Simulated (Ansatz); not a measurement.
In doubt: one-shot GW on d or f shells is unsure, so the values of those runs are not to be relied on.

Rows from a G0W0 calculation on F on the O site (charge +1) in CeO2 (24-atom cell) (Ansatz 0.2.0; G0W0 on PBEsol, plane waves, PAW; PAW set soft_1; 2×2×2 mesh, 376 empty bands, screening to 90 eV, PAW set soft_1 files), in eV. Spin-orbit coupling is left out.

```tsv
row	k	band	start	Σx	Σc at the solution	Vxc
A	(0.000, -0.500, -0.500)	v3	10.652	-26.381	3.964	-22.880
B	Γ	v1	10.091	-26.410	3.613	-23.425
C	(0.000, -0.500, -0.500)	c3	12.688	-23.211	-12.050	-37.418
D	(0.000, -0.500, -0.500)	c1	12.667	-23.190	-11.622	-36.957
E	Γ	c1	12.588	-23.117	-11.435	-36.732
F	(0.000, -0.500, -0.500)	v1	10.668	-26.363	3.885	-22.965
```

Question: Work out each quasiparticle level and how far it moved.

The quasiparticle equation reads E = start + Σx + Σc(E) − Vxc.

```tsv
row	E (eV)	shift (eV)
A	11.115	+0.463
B	10.719	+0.628
C	14.845	+2.157
D	14.812	+2.145
E	14.768	+2.179
F	11.155	+0.487
```

Limits: not at the basis limit; f levels unsure; charged cell, levels uncorrected; no spin polarisation; f levels unsure; no spin-orbit coupling; coarse k mesh.

[Paths, hosts, dates, memory and timing lines, banners, echoed tables and standing remarks are left out of the program output.]

[Logs are printed without paths, hosts, clocks, repeated set-up lines and the standing remarks that a program may print on its own settings, such as how far it seeks lower states.]

[Runs of the session that timed out or met a known fault of the program may be left out.]

[Cells called generated may have been cut or substituted from an entry of the Crystallography Open Database or the Materials Project.]

[Hosts, paths, dates, database ids (printed as entryN), source tags and the programs' standing remarks are cut or masked in the printed files.]
